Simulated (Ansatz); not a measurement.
# Rh (Fm-3m): phonon-mediated transition temperature

Wanted: λ, ω_log and Tc of Rh (Fm-3m). The cell shown first is a relaxed one, from steps not shown here.

Program: Ansatz 0.2.0. Level of theory: DFT PBE, scalar-relativistic, plane waves, PseudoDojo norm-conserving pseudopotentials, in the first sound run; inputs show where later runs differ. Results are calculated unless marked as measured.

Report form: the programs' logs are mostly left out.

### Step 1. The cell after earlier relaxation steps

It takes space group Fm-3m (No. 225, cubic). Conventional cell: a = 3.831 Å, b = 3.831 Å, c = 3.831 Å, α = 90.00°, β = 90.00°, γ = 90.00°. Rh has 12 Rh at 2.71 Å nearest.

Coordinates:

```cif
data_structure
_symmetry_space_group_name_H-M 'P 1'
_symmetry_Int_Tables_number 1
_cell_length_a 2.7092
_cell_length_b 2.7092
_cell_length_c 2.7092
_cell_angle_alpha 60.000
_cell_angle_beta 60.000
_cell_angle_gamma 60.000
_cell_volume 14.06
loop_
_atom_site_label
_atom_site_type_symbol
_atom_site_fract_x
_atom_site_fract_y
_atom_site_fract_z
_atom_site_occupancy
Rh1 Rh 0.00000 0.00000 0.00000 1
```

### Step 2. Resistivity: PseudoDojo files

The run that gives the couplings also evaluates McMillan's and Allen and Dynes's formulas and, where asked, the Eliashberg equations, over a range of μ*.

Input file input.yaml:

```yaml
crystal:
  lattice:
    - [0.0, 1.9156968496, 1.9156968496]
    - [1.9156968496, 0.0, 1.9156968496]
    - [1.9156968496, 1.9156968496, 0.0]
  atoms:
    - { symbol: Rh, position: [0.0, 0.0, 0.0] }
kpoints:
  mp_grid: { grid: [9, 9, 9] }
hamiltonian:
  xc: pbe
  pseudopotentials: { kind: nc, accuracy: standard }
scf:
  occupations: { method: methfessel_paxton, width: 0.2 }
output:
  eigenvalues: true
phonons:
  method: dfpt
  qmesh: [3, 3, 3]
  temperatures: { t_max: 1000, t_step: 50 }
  qpath:
    path:
      - [[0.0, 0.0, 0.0], [0.5, 0.0, 0.5], [0.625, 0.25, 0.625]]
      - [[0.375, 0.375, 0.75], [0.0, 0.0, 0.0], [0.5, 0.5, 0.5], [0.5, 0.25, 0.75], [0.5, 0.0, 0.5]]
    npoints: 10
  electrical_resistivity:
    mesh: [16, 16, 16]
    temperatures: [20.0, 50.0, 80.0, 100.0, 150.0, 200.0, 273.0, 300.0, 400.0, 500.0, 600.0, 800.0]
  superconductivity: { mesh: [16, 16, 16], eliashberg_equations: false }
```

Command:

```sh
> ansatz run input.yaml --threads 4 --pin off --max-ram 10240MiB --backend cpu --events-out ev --progress --plain --runs-dir out
```

Run time: 61 s. Hardware: 4 threads of AMD EPYC 9R14 (Zen 4), shared host; peak memory 1.5 GiB; 3.8 min of CPU time.

Numbers from this step:

```yaml
volume_per_atom: 14.06 Å³
metallic_on_mesh: yes
gap_on_the_k_mesh: 0 eV
zero_point_energy: 0.03013 eV/cell
share_of_imaginary_modes_in_the_plain_interpolation_between_solved_wavevectors: 0
highest_frequency_solved_or_plainly_interpolated: 244.4 cm⁻¹
debye_temperature_second_moment: 309 K
resistivity_at_300_k: 5.23 μΩ cm
coupling_constant_lambda: 0.3724
density_of_states_at_the_fermi_level: 0.6613 states/eV a spin and cell
log_mean_phonon_energy_omega_log: 21.04 meV
transport_coupling_constant_lambda_tr: 0.4113, 0.4113, 0.4113 (xx, yy, zz)
drude_plasma_energy: 9.268, 9.268, 9.268 eV (xx, yy, zz)
resistivity_times_mean_free_path: 3.564, 3.564, 3.564 × 10⁻¹⁶ Ω m² (xx, yy, zz)
second_moment_phonon_energy_omega: 21.69 meV
coupling_lambda_by_branch: 0.135, 0.134, 0.103 (branches by rank of frequency)
```

Transition temperatures:

| μ* | McMillan Tc (K) | Allen–Dynes Tc (K) |
| --- | --- | --- |
| 0.08 | 1.11 | 1.13 |
| 0.1 | 0.664 | 0.672 |
| 0.12 | 0.355 | 0.359 |
| 0.13 | 0.245 | 0.248 |
| 0.14 | 0.162 | 0.164 |
| 0.16 | 0.0597 | 0.0602 |
| 0.2 | 0.0025 | 0.00252 |

### Step 3. Electron–phonon run: finite displacements

Finite displacements in a supercell are the other road to force constants and couplings; here with the base functional.

This step: DFT PBE, scalar-relativistic, plane waves, PAW (Ansatz 0.2.0).

Changes to input.yaml since step 2:

```diff
@@ -2,5 +2,5 @@
   lattice:
-    - [0.0, 1.9156968496, 1.9156968496]
-    - [1.9156968496, 0.0, 1.9156968496]
-    - [1.9156968496, 1.9156968496, 0.0]
+    - [0.0, 1.9151674341, 1.9151674341]
+    - [1.9151674341, 0.0, 1.9151674341]
+    - [1.9151674341, 1.9151674341, 0.0]
   atoms:
@@ -11,3 +11,2 @@
   xc: pbe
-  pseudopotentials: { kind: nc, accuracy: standard }
 scf:
@@ -17,4 +16,4 @@
 phonons:
-  method: dfpt
-  qmesh: [3, 3, 3]
+  method: fd
+  supercell: [3, 3, 3]
   temperatures: { t_max: 1000, t_step: 50 }
```

Wall time 63 s (4 threads); peak memory 3 GiB.

This step gave:

```
volume per atom                                   : 14.05 Å³
zero point energy                                 : 0.03002 eV/cell
highest frequency, solved or plainly interpolated : 243.5 cm⁻¹
Debye temperature (second moment)                 : 308 K
resistivity at 300 K                              : 5.257 μΩ cm
coupling constant λ                               : 0.3748
density of states at the Fermi level              : 0.6594 states/eV a spin and cell
log mean phonon energy ħω_log                     : 21.01 meV
transport coupling constant λ_tr                  : 0.4142, 0.4142, 0.4142 (xx, yy, zz)
Drude plasma energy                               : 9.279, 9.279, 9.279 eV (xx, yy, zz)
second-moment phonon energy ħω₂                   : 21.65 meV
coupling λ by branch                              : 0.136, 0.135, 0.103 (branches by rank of frequency)
```

Transition temperatures:

| μ* | McMillan Tc (K) | Allen–Dynes Tc (K) |
| --- | --- | --- |
| 0.08 | 1.15 | 1.16 |
| 0.1 | 0.691 | 0.7 |
| 0.12 | 0.373 | 0.377 |
| 0.13 | 0.26 | 0.263 |
| 0.14 | 0.173 | 0.175 |
| 0.16 | 0.0649 | 0.0656 |
| 0.2 | 0.00295 | 0.00298 |

### Step 4. Electron–phonon run: r2SCAN at its own relaxed cell

The functional sets the lattice constant, the bands and the force constants.

This step: DFT r2SCAN, scalar-relativistic, plane waves, PAW (Ansatz 0.2.0).

Changes to input.yaml since step 3:

```diff
@@ -2,5 +2,5 @@
   lattice:
-    - [0.0, 1.9151674341, 1.9151674341]
-    - [1.9151674341, 0.0, 1.9151674341]
-    - [1.9151674341, 1.9151674341, 0.0]
+    - [0.0, 1.8998857113, 1.8998857113]
+    - [1.8998857113, 0.0, 1.8998857113]
+    - [1.8998857113, 1.8998857113, 0.0]
   atoms:
@@ -10,3 +10,3 @@
 hamiltonian:
-  xc: pbe
+  xc: r2scan
 scf:
@@ -16,4 +16,4 @@
 phonons:
-  method: fd
-  supercell: [3, 3, 3]
+  method: dfpt
+  qmesh: [3, 3, 3]
   temperatures: { t_max: 1000, t_step: 50 }
```

Elapsed: 82 s, on 4 threads; peak memory 2.6 GiB.

This step gave:

```yaml
volume_per_atom: 13.72 Å³
zero_point_energy: 0.03028 eV/cell
highest_frequency_solved_or_plainly_interpolated: 249.1 cm⁻¹
debye_temperature_second_moment: 311 K
resistivity_at_300_k: 5.176 μΩ cm
coupling_constant_lambda: 0.4016
density_of_states_at_the_fermi_level: 0.6081 states/eV a spin and cell
log_mean_phonon_energy_omega_log: 21.51 meV
transport_coupling_constant_lambda_tr: 0.4468, 0.4468, 0.4468 (xx, yy, zz)
drude_plasma_energy: 9.683, 9.683, 9.683 eV (xx, yy, zz)
resistivity_times_mean_free_path: 3.518, 3.518, 3.518 × 10⁻¹⁶ Ω m² (xx, yy, zz)
second_moment_phonon_energy_omega: 22.21 meV
coupling_lambda_by_branch: 0.152, 0.144, 0.106 (branches by rank of frequency)
```

Transition temperatures:

| μ* | McMillan Tc (K) | Allen–Dynes Tc (K) |
| --- | --- | --- |
| 0.08 | 1.66 | 1.68 |
| 0.1 | 1.07 | 1.09 |
| 0.12 | 0.636 | 0.644 |
| 0.13 | 0.47 | 0.476 |
| 0.14 | 0.336 | 0.34 |
| 0.16 | 0.152 | 0.153 |
| 0.2 | 0.0141 | 0.0142 |

The Eliashberg function α²F has structure finer than the step of the table below, so its rows give means over 1 meV, whole bins alone (the curve runs from 0.116 to 29.6 meV). Peaks (meV: height): α²F 22.4: 0.762, 27.7: 0.577; α²F tr 22.4: 0.833, 27.7: 0.614.

Eliashberg function α²F against phonon energy; means over each step:

| phonon energy (meV) | α²F | α²F tr |
| --- | --- | --- |
| 3 | 2.5e-5 | 0 |
| 4 | 1.3e-4 | 3.3e-5 |
| 5 | 3.7e-4 | 1.4e-4 |
| 6 | 6.4e-4 | 2.9e-4 |
| 7 | 0.00107 | 5.2e-4 |
| 8 | 0.00172 | 9.0e-4 |
| 9 | 0.00238 | 0.00148 |
| 10 | 0.00346 | 0.00245 |
| 11 | 0.00547 | 0.00444 |
| 12 | 0.0108 | 0.0106 |
| 13 | 0.0194 | 0.0210 |
| 14 | 0.0308 | 0.0338 |
| 15 | 0.0471 | 0.0526 |
| 16 | 0.0706 | 0.0807 |
| 17 | 0.117 | 0.134 |
| 18 | 0.208 | 0.240 |
| 19 | 0.288 | 0.335 |
| 20 | 0.406 | 0.471 |
| 21 | 0.528 | 0.609 |
| 22 | 0.670 | 0.749 |
| 23 | 0.464 | 0.489 |
| 24 | 0.191 | 0.199 |
| 25 | 0.176 | 0.208 |
| 26 | 0.277 | 0.318 |
| 27 | 0.390 | 0.425 |
| 28 | 0.399 | 0.410 |
| 29 | 0.0847 | 0.0814 |

### Step 5. Outcome

* meshes: q 3×3×3, k 9×9×9, scattering 16×16×16
* coupling constant λ: 0.402
* log mean phonon energy ħω_log: 21.5 meV
* Allen–Dynes Tc at μ* = 0.1: 1.09 K
* Allen–Dynes Tc at μ* = 0.13: 0.476 K

What this shows: In the last run (r2SCAN, q 3×3×3, k 9×9×9, scattering 16×16×16), with λ = 0.40 and ħω_log = 21.5 meV, Tc at μ* = 0.13 is 0.47 K by McMillan's formula and 0.48 K by Allen and Dynes's. Measured: transition temperature: 0.000325 K (bulk, normal pressure; compiled value; quoted in “List of superconductors”, 2026, Wikipedia's table of superconducting elements, as read in December). At μ* = 0.13 the calculation gives 0.48 K, far above it. These runs do not show the cause; candidates are the relaxed cell, a larger μ*, spin fluctuations and the meshes. Raising μ* from 0.10 to 0.16 lowers the Allen–Dynes value from 1.1 to 0.15 K. By the run's own test λ is not converged in the fine mesh: it moves by 8 % between the two finest. The run's transport test calls it not converged in the mesh; ρ(300 K) moves by 2 % in the component that moves most. These meshes are coarse. Over the runs, λ takes the values 0.372, 0.375 and 0.402, in the order shown. μ* is a typed number, phonons are harmonic, and spin fluctuations are left out; at μ* = 0.13 McMillan's formula turns 1 % in λ into about 7.7 % in Tc.

[Logs are printed without paths, hosts, clocks, repeated set-up lines and the standing remarks that a program may print on its own settings, such as how far it seeks lower states.]

[Hosts, paths, dates, database ids (printed as entryN), source tags and the programs' standing remarks are cut or masked in the printed files.]
